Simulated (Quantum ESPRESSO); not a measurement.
# WSi2N4, 1 layer: a series in biaxial strain, part 4 of 7

What law, if any, do the results for WSi2N4, 1 layer follow against biaxial strain?

Quantum ESPRESSO 7.5; plane-wave DFT, PBE, GBRV ultrasoft pseudopotentials.

So far. Step 2 (Relaxing cell and ions of the reference):  The last row is no step: it is a fresh SCF in the final cell with a new plane-wave basis, +1 meV from the row before. Step 3 (Relaxing the ions, -4 %): The relaxation lowers the energy by 13 meV an atom.

**6. Bands along a path, -4 %**

Bands along a path place the edges.

m0.bands.in

```
&control
  prefix = 'm0.bands'
  outdir = './out'
  pseudo_dir = './pseudo'
  calculation = 'bands'
/
&system
  ibrav = 0
  nat = 7
  ntyp = 3
  ecutwfc = 40
  ecutrho = 200
  occupations = 'smearing'
  smearing = 'fd'
  degauss = 0.002
  nbnd = 27
/
&electrons
  conv_thr = 1e-07
  mixing_beta = 0.4
  electron_maxstep = 120
  mixing_mode = 'plain'
/
ATOMIC_SPECIES
  N   14.0070  n_pbe_v1.2.uspp.F.UPF
  Si  28.0850  si_pbe_v1.uspp.F.UPF
  W   183.8400  w_pbe_v1.2.uspp.F.UPF
CELL_PARAMETERS angstrom
  2.78946661248000 0.00000000000000 0.00000000000000
  -1.39473330624000 2.41574894976000 0.00000000000000
  0.00000000000000 0.00000000000000 22.10102208300000
ATOMIC_POSITIONS crystal
  N   0.000000000000 0.000000000000 0.335912134700
  Si  0.333333333300 0.666666666700 0.361719157700
  N   0.333333333300 0.666666666700 0.440944061000
  W   0.000000000000 0.000000000000 0.500000000000
  N   0.333333333300 0.666666666700 0.559055939000
  Si  0.333333333300 0.666666666700 0.638280842300
  N   0.000000000000 0.000000000000 0.664087865300
K_POINTS crystal_b
4
  0.0000000000 0.0000000000 0.0000000000 12
  0.5000000000 0.0000000000 0.0000000000 12
  0.3333333333 0.3333333333 0.0000000000 12
  0.0000000000 0.0000000000 0.0000000000 1
```

The run is started by

```
$ cp -r out/m0.scf.save out/m0.bands.save
$ cp out/m0.scf.xml out/m0.bands.xml
$ OMP_NUM_THREADS=1 mpirun -n 4 pw.x -nk 4 -in m0.bands.in > m0.bands.out
```

Log:

```text
[banner, memory and clock lines left out]
Program PWSCF v.7.5 starts

          URL

     Atomic positions and unit cell read from directory:
     ./out/m0.bands.save/

     Message from routine setup:
     using ibrav=0 with symmetry is DISCOURAGED, use correct ibrav instead

     G-vector sticks info

     bravais-lattice index     =            0
     lattice parameter (alat)  =       5.2713  a.u.
     unit-cell volume          =    1005.0367 (a.u.)^3
     number of atoms/cell      =            7
     number of atomic types    =            3
     number of electrons       =        42.00
     number of Kohn-Sham states=           27
     kinetic-energy cutoff     =      40.0000  Ry
     charge density cutoff     =     200.0000  Ry
     Exchange-correlation= SLA  PW   PBE  PBE
                           (   1   4   3   4   0   0   0)

     celldm(1)=   5.271328  celldm(2)=   0.000000  celldm(3)=   0.000000
     celldm(4)=   0.000000  celldm(5)=   0.000000  celldm(6)=   0.000000

     crystal axes: (cart. coord. in units of alat)
               a(1) = (   1.000000   0.000000   0.000000 )
               a(2) = (  -0.500000   0.866025   0.000000 )
               a(3) = (   0.000000   0.000000   7.923028 )

     reciprocal axes: (cart. coord. in units 2 pi/alat)
               b(1) = (  1.000000  0.577350 -0.000000 )
               b(2) = (  0.000000  1.154701  0.000000 )
               b(3) = (  0.000000 -0.000000  0.126214 )

     PseudoPot. # 1 for N  read from file:
     ./pseudo/n_pbe_v1.2.uspp.F.UPF
     Pseudo is Ultrasoft + core correction, Zval =  5.0
     Generated by new atomic code, or converted to UPF format
     Using radial grid of  729 points,  4 beta functions with:
                l(1) =   0
                l(2) =   0
                l(3) =   1
                l(4) =   1
     Q(r) pseudized with  8 coefficients,  rinner =    0.900   0.900   0.900

     PseudoPot. # 2 for Si read from file:
     ./pseudo/si_pbe_v1.uspp.F.UPF
     Pseudo is Ultrasoft + core correction, Zval =  4.0
     Generated by new atomic code, or converted to UPF format
     Using radial grid of  899 points,  6 beta functions with:
                l(1) =   0
                l(2) =   0
                l(3) =   1
                l(4) =   1
                l(5) =   2
                l(6) =   2
     Q(r) pseudized with  8 coefficients,  rinner =    0.900   0.900   0.900
                                                       0.900   0.900

     PseudoPot. # 3 for W  read from file:
     ./pseudo/w_pbe_v1.2.uspp.F.UPF
     Pseudo is Ultrasoft + core correction, Zval = 14.0
     Generated by new atomic code, or converted to UPF format
     Using radial grid of  923 points,  8 beta functions with:
                l(1) =   0
                l(2) =   0
                l(3) =   0
                l(4) =   1
                l(5) =   1
                l(6) =   2
                l(7) =   2
                l(8) =   3
     Q(r) pseudized with  6 coefficients,  rinner =    1.350   1.350   1.350
                                                       1.350   1.350   1.350
                                                       1.350

     atomic species   valence    mass     pseudopotential
     N                 5.00    14.00700     N ( 1.00)
     Si                4.00    28.08500     Si( 1.00)
     W                14.00   183.84000     W ( 1.00)

     12 Sym. Ops. (no inversion) found

   Cartesian axes

     site n.     atom                  positions (alat units)
         1        N      tau(   1) = (   0.0000000   0.0000000   2.6614412  )
         2        Si     tau(   2) = (  -0.0000000   0.5773503   2.8659110  )
         3        N      tau(   3) = (  -0.0000000   0.5773503   3.4936121  )
         4        W      tau(   4) = (   0.0000000   0.0000000   3.9615140  )
         5        N      tau(   5) = (  -0.0000000   0.5773503   4.4294159  )
         6        Si     tau(   6) = (  -0.0000000   0.5773503   5.0571170  )
         7        N      tau(   7) = (   0.0000000   0.0000000   5.2615868  )

     number of k points=    37  Fermi-Dirac smearing, width (Ry)=  0.0020
                       cart. coord. in units 2pi/alat
        k(    1) = (   0.0000000   0.0000000   0.0000000), wk =   0.0540541
        k(    2) = (   0.0416667   0.0240563   0.0000000), wk =   0.0540541
        k(    3) = (   0.0833333   0.0481125   0.0000000), wk =   0.0540541
        k(    4) = (   0.1250000   0.0721688   0.0000000), wk =   0.0540541
        k(    5) = (   0.1666667   0.0962250   0.0000000), wk =   0.0540541
        k(    6) = (   0.2083333   0.1202813   0.0000000), wk =   0.0540541
        k(    7) = (   0.2500000   0.1443376   0.0000000), wk =   0.0540541
        k(    8) = (   0.2916667   0.1683938   0.0000000), wk =   0.0540541
        k(    9) = (   0.3333333   0.1924501   0.0000000), wk =   0.0540541
        k(   10) = (   0.3750000   0.2165064   0.0000000), wk =   0.0540541
        k(   11) = (   0.4166667   0.2405626   0.0000000), wk =   0.0540541
        k(   12) = (   0.4583333   0.2646189   0.0000000), wk =   0.0540541
        k(   13) = (   0.5000000   0.2886751   0.0000000), wk =   0.0540541
        k(   14) = (   0.4861111   0.3127314   0.0000000), wk =   0.0540541
        k(   15) = (   0.4722222   0.3367877   0.0000000), wk =   0.0540541
        k(   16) = (   0.4583333   0.3608439   0.0000000), wk =   0.0540541
        k(   17) = (   0.4444444   0.3849002   0.0000000), wk =   0.0540541
        k(   18) = (   0.4305556   0.4089564   0.0000000), wk =   0.0540541
        k(   19) = (   0.4166667   0.4330127   0.0000000), wk =   0.0540541
        k(   20) = (   0.4027778   0.4570690   0.0000000), wk =   0.0540541
        k(   21) = (   0.3888889   0.4811252   0.0000000), wk =   0.0540541
        k(   22) = (   0.3750000   0.5051815   0.0000000), wk =   0.0540541
        k(   23) = (   0.3611111   0.5292377   0.0000000), wk =   0.0540541
        k(   24) = (   0.3472222   0.5532940   0.0000000), wk =   0.0540541
        k(   25) = (   0.3333333   0.5773503   0.0000000), wk =   0.0540541
        k(   26) = (   0.3055556   0.5292377   0.0000000), wk =   0.0540541
        k(   27) = (   0.2777778   0.4811252   0.0000000), wk =   0.0540541
        k(   28) = (   0.2500000   0.4330127   0.0000000), wk =   0.0540541
        k(   29) = (   0.2222222   0.3849002   0.0000000), wk =   0.0540541
        k(   30) = (   0.1944444   0.3367877   0.0000000), wk =   0.0540541
        k(   31) = (   0.1666667   0.2886751   0.0000000), wk =   0.0540541
        k(   32) = (   0.1388889   0.2405626   0.0000000), wk =   0.0540541
        k(   33) = (   0.1111111   0.1924501   0.0000000), wk =   0.0540541
[...]
-1.0178   0.1863   0.2482   1.2112   1.5803   5.6252   6.0134   8.0321
     8.2457   8.4388   9.1184

          k = 0.5000 0.2887 0.0000 (  4320 PWs)   bands (ev):

   -70.9368 -36.0525 -35.1590 -35.1063 -13.5537 -13.5458 -12.2263 -12.0538
    -7.4863  -7.2496  -4.5956  -3.8054  -3.5736  -2.2334  -2.1391  -1.5106
    -1.0422   0.2570   0.2618   1.2318   1.5737   5.5702   5.9567   8.1339
     8.3821   8.4511   9.1335

          k = 0.4861 0.3127 0.0000 (  4306 PWs)   bands (ev):

   -70.9366 -36.0495 -35.1584 -35.1124 -13.5473 -13.5397 -12.2243 -12.0488
    -7.4739  -7.2398  -4.5781  -3.8114  -3.5737  -2.2728  -2.1901  -1.5639
    -1.0289   0.2627   0.2862   1.1575   1.6217   5.6203   5.9929   8.0515
     8.4170   8.4702   9.1123

          k = 0.4722 0.3368 0.0000 (  4302 PWs)   bands (ev):

   -70.9360 -36.0410 -35.1569 -35.1309 -13.5282 -13.5214 -12.2182 -12.0343
    -7.4369  -7.2105  -4.5263  -3.8323  -3.5755  -2.3816  -2.3350  -1.7023
    -1.0047   0.2632   0.3673   0.9912   1.7129   5.7624   6.0900   7.8765
     8.4666   8.5259   9.0679

          k = 0.4583 0.3608 0.0000 (  4296 PWs)   bands (ev):

   -70.9351 -36.0271 -35.1608 -35.1547 -13.4971 -13.4914 -12.2088 -12.0111
    -7.3760  -7.1619  -4.4426  -3.8774  -3.5851  -2.5502  -2.5367  -1.8891
    -0.9883   0.2552   0.4839   0.7849   1.8100   5.9744   6.2156   7.6688
     8.5055   8.6137   9.0454

          k = 0.4444 0.3849 0.0000 (  4316 PWs)   bands (ev):

   -70.9339 -36.0079 -35.2014 -35.1520 -13.4549 -13.4507 -12.1969 -11.9811
    -7.2925  -7.0944  -4.3321  -3.9615  -3.6175  -2.7964  -2.7132  -2.0889
    -0.9864   0.2089   0.5815   0.6181   1.9092   6.2250   6.3260   7.4530
     8.5371   8.7295   9.0886

          k = 0.4306 0.4090 0.0000 (  4296 PWs)   bands (ev):

   -70.9324 -35.9834 -35.2504 -35.1482 -13.4031 -13.4005 -12.1836 -11.9462
    -7.1877  -7.0086  -4.2111  -4.1007  -3.7000  -3.0123  -2.8935  -2.2652
    -1.0000   0.0498   0.4640   0.7553   2.0138   6.3850   6.4771   7.2468
     8.5642   8.8698   9.2238

          k = 0.4167 0.4330 0.0000 (  4284 PWs)   bands (ev):

   -70.9308 -35.9543 -35.3064 -35.1442 -13.3438 -13.3426 -12.1704 -11.9092
    -7.0636  -6.9050  -4.3010  -4.1633  -3.7953  -3.1369  -3.0723  -2.3864
    -1.0290  -0.2179   0.4369   0.8849   2.1269   6.3820   6.6720   7.0883
     8.5810   9.0218   9.4516

          k = 0.4028 0.4571 0.0000 (  4270 PWs)   bands (ev):

   -70.9291 -35.9208 -35.3672 -35.1402 -13.2796 -13.2796 -12.1589 -11.8725
    -6.9224  -6.7849  -4.5521  -4.3586  -3.7168  -3.2471  -3.1770  -2.4402
    -1.0731  -0.5264   0.4422   1.0002   2.2487   6.3322   6.6724   7.1045
     8.5727   9.1681   9.7499

          k = 0.3889 0.4811 0.0000 (  4274 PWs)   bands (ev):

   -70.9275 -35.8837 -35.4308 -35.1362 -13.2145 -13.2141 -12.1505 -11.8392
    -6.7668  -6.6496  -4.8329  -4.6686  -3.5505  -3.4089  -3.1687  -2.4372
    -1.1310  -0.8429   0.4587   1.0975   2.3750   6.2598   6.5298   7.2478
     8.5192   9.2972  10.0799

          k = 0.3750 0.5052 0.0000 (  4282 PWs)   bands (ev):

   -70.9261 -35.8438 -35.4944 -35.1326 -13.1519 -13.1518 -12.1460 -11.8114
    -6.6012  -6.5014  -5.1203  -4.9899  -3.5462  -3.3864  -3.1241  -2.3966
    -1.1993  -1.1463   0.4793   1.1745   2.4972   6.1860   6.3807   7.3986
     8.4101   9.4018  10.4023

          k = 0.3611 0.5292 0.0000 (  4282 PWs)   bands (ev):

   -70.9250 -35.8029 -35.5538 -35.1298 -13.0984 -13.0974 -12.1456 -11.7911
    -6.4338  -6.3451  -5.3919  -5.2839  -3.6498  -3.2718  -3.0375  -2.3386
    -1.4118  -1.2703   0.4996   1.2300   2.6022   6.1251   6.2638   7.5404
     8.2559   9.4765  10.6813

          k = 0.3472 0.5533 0.0000 (  4280 PWs)   bands (ev):

   -70.9242 -35.7657 -35.6031 -35.1279 -13.0607 -13.0583 -12.1477 -11.7790
    -6.2873  -6.1958  -5.6184  -5.5132  -3.7142  -3.2119  -2.9457  -2.2851
    -1.6016  -1.3295   0.5152   1.2636   2.6740   6.0857   6.1949   7.6697
     8.0903   9.5196  10.8803

          k = 0.3333 0.5774 0.0000 (  4293 PWs)   bands (ev):

   -70.9239 -35.7480 -35.6254 -35.1274 -13.0464 -13.0433 -12.1492 -11.7752
    -6.2218  -6.1177  -5.7244  -5.6080  -3.7360  -3.1895  -2.9119  -2.2616
    -1.6705  -1.3546   0.5213   1.2749   2.6994   6.0721   6.1751   7.7408
     7.9980   9.5327  10.9526

          k = 0.3056 0.5292 0.0000 (  4271 PWs)   bands (ev):

   -70.9252 -35.7921 -35.5614 -35.1304 -13.1169 -13.1163 -12.1372 -11.7893
    -6.3650  -6.2766  -5.4391  -5.3381  -3.6499  -3.3478  -2.9088  -2.3692
    -1.4653  -1.2387   0.4908   1.2301   2.6041   6.1264   6.1869   7.6486
     8.2474   9.4926  10.7808

          k = 0.2778 0.4811 0.0000 (  4283 PWs)   bands (ev):

   -70.9294 -35.8328 -35.4586 -35.1408 -13.3442 -13.3391 -12.1031 -11.8370
    -6.4453  -6.3366  -4.9749  -4.8689  -3.6876  -3.4109  -2.8054  -2.6105
    -1.0935  -0.9575   0.4049   1.1005   2.3749   6.0810   6.2792   7.7620
     8.6230   9.3948  10.4795

          k = 0.2500 0.4330 0.0000 (  4265 PWs)   bands (ev):

   -70.9367 -35.8314 -35.3514 -35.1592 -13.6928 -13.6924 -12.0690 -11.9403
    -6.3275  -6.1770  -4.4427  -4.3591  -3.9830  -3.1424  -2.7756  -2.6713
    -0.7602  -0.6171   0.3231   0.9035   2.0965   5.8962   6.5037   7.9490
     8.8838   9.2360  10.1787

          k = 0.2222 0.3849 0.0000 (  4277 PWs)   bands (ev):

   -70.9472 -35.7828 -35.2483 -35.1854 -14.1239 -14.1110 -12.1175 -12.0519
    -6.0368  -5.8129  -4.2119  -3.8552  -3.8213  -3.2372  -2.5305  -2.4474
    -0.5637  -0.2769   0.3309   0.6714   1.8297   5.7300   6.7556   7.9862
     8.8550   9.0038   9.9391

          k = 0.1944 0.3368 0.0000 (  4279 PWs)   bands (ev):

   -70.9603 -35.6890 -35.2178 -35.1528 -14.5830 -14.5530 -12.3646 -12.0549
    -5.6738  -5.2854  -4.2914  -3.4077  -3.3515  -3.2151  -2.3465  -1.9311
    -0.5161   0.0142   0.4036   0.4566   1.6416   5.6109   6.9725   7.6746
     8.7496   8.8098   9.7521

          k = 0.1667 0.2887 0.0000 (  4291 PWs)   bands (ev):

   -70.9751 -35.5573 -35.2547 -35.0677 -15.0312 -14.9836 -12.6598 -12.0748
    -5.4677  -4.6530  -4.1119  -3.4772  -2.9486  -2.5839  -2.0550  -1.3772
    -0.5855   0.1069   0.4045   0.4241   1.6154   5.5515   7.0824   7.1394
     8.5399   8.9337   9.6086

          k = 0.1389 0.2406 0.0000 (  4289 PWs)   bands (ev):

   -70.9907 -35.3999 -35.2931 -34.9946 -15.4419 -15.3777 -12.9744 -12.1067
    -5.5688  -4.0541  -3.5834  -3.3678  -2.5664  -1.9848  -1.6822  -0.8176
    -0.7453   0.0098   0.2473   0.5866   1.7833   5.5561   6.6538   7.0629
     8.3435   9.0784   9.2551

          k = 0.1111 0.1925 0.0000 (  4317 PWs)   bands (ev):

   -71.0058 -35.3306 -35.2334 -34.9344 -15.7971 -15.7179 -13.2801 -12.1450
    -5.8284  -3.7888  -2.8834  -2.8343  -2.1408  -1.4755  -1.3202  -0.9444
    -0.2771  -0.0382  -0.0231   0.7263   2.0596   5.6076   6.3283   6.9845
     8.0778   8.6797   8.8706

          k = 0.0833 0.1443 0.0000 (  4315 PWs)   bands (ev):

   -71.0191 -35.3633 -35.0754 -34.8878 -16.0844 -15.9924 -13.5505 -12.1836
    -6.1158  -3.7124  -2.1790  -2.0968  -1.6647  -1.1492  -1.0901  -1.0079
    -0.3088  -0.0084   0.2111   0.8137   2.3272   5.6954   6.1735   6.9386
     7.7648   8.2797   8.4825

          k = 0.0556 0.0962 0.0000 (  4309 PWs)   bands (ev):

   -71.0296 -35.3888 -34.9449 -34.8548 -16.2953 -16.1934 -13.7628 -12.2166
    -6.3615  -3.6744  -1.6745  -1.3949  -1.2051  -1.1657  -0.8435  -0.8320
    -0.5134   0.0852   0.5767   0.8511   2.5026   5.8412   6.1288   6.9789
     7.4742   7.9609   8.1612

          k = 0.0278 0.0481 0.0000 (  4309 PWs)   bands (ev):

   -71.0362 -35.4051 -34.8588 -34.8351 -16.4242 -16.3158 -13.8984 -12.2387
    -6.5243  -3.6545  -1.5846  -1.0095  -0.8805  -0.8574  -0.7023  -0.6868
    -0.5553   0.1672   0.7881   0.8547   2.5703   6.0263   6.1228   7.1019
     7.2687   7.7215   7.9005

          k = 0.0000 0.0000 0.0000 (  4321 PWs)   bands (ev):

   -71.0385 -35.4106 -34.8289 -34.8289 -16.4675 -16.3569 -13.9451 -12.2464
    -6.5811  -3.6484  -1.5984  -0.8957  -0.8957  -0.6402  -0.6402  -0.5446
    -0.5446   0.1883   0.8525   0.8525   2.5802   6.1227   6.1227   7.1940
     7.1940   7.6163   7.7691

     XML data file, pseudopotentials, collected wavefunctions

                                        0.00s GPU  (     414 calls)
```

Elapsed: 14 s, on 4 MPI ranks of Intel Xeon Platinum 8375C at 2.90GHz (Ice Lake), shared host; peak memory 0.37 GiB; 57 s of CPU time.

Numbers from this step:

```
conduction bottom, on the run's zero : 5.552 eV
```

Band numbers count within the set of bands kept for display. Electronic bands along the path, in eV, zero at the highest filled level of the SCF mesh; v1 is the highest filled band, c1 the lowest empty one:

```tsv
point	v4	v3	v2	v1	c1	c2	c3	c4
Γ	-2.51	-1.85	-1.85	-0.12	3.42	3.42	4.50	4.50
halfway	-2.94	-2.41	-2.31	-0.99	3.06	3.75	4.28	5.73
M	-2.44	-2.44	-1.47	-1.13	2.87	3.26	5.44	5.68
halfway	-2.92	-2.26	-1.81	-0.57	3.68	3.97	4.39	5.88
K	-4.05	-2.18	-1.42	0.00	3.37	3.48	5.04	5.30
halfway	-2.59	-2.29	-2.27	-1.08	2.85	4.38	4.44	5.84
Γ	-2.51	-1.85	-1.85	-0.12	3.42	3.42	4.50	4.50
```

Along this path the valence top lies at K and the conduction bottom between K and Γ.

[end of part 4 of 7]

[Logs are printed without paths, hosts, clocks, repeated set-up lines and the standing remarks that a program may print on its own settings, such as how far it seeks lower states.]

[Hosts, paths, dates, database ids (printed as entryN), source tags and the programs' standing remarks are cut or masked in the printed files.]

[Maps of the electrostatic potential energy from Ansatz leave out the sawtooth potential of an applied field or a dipole correction, so their vacuum need not be flat; planar profiles and work functions include it.]
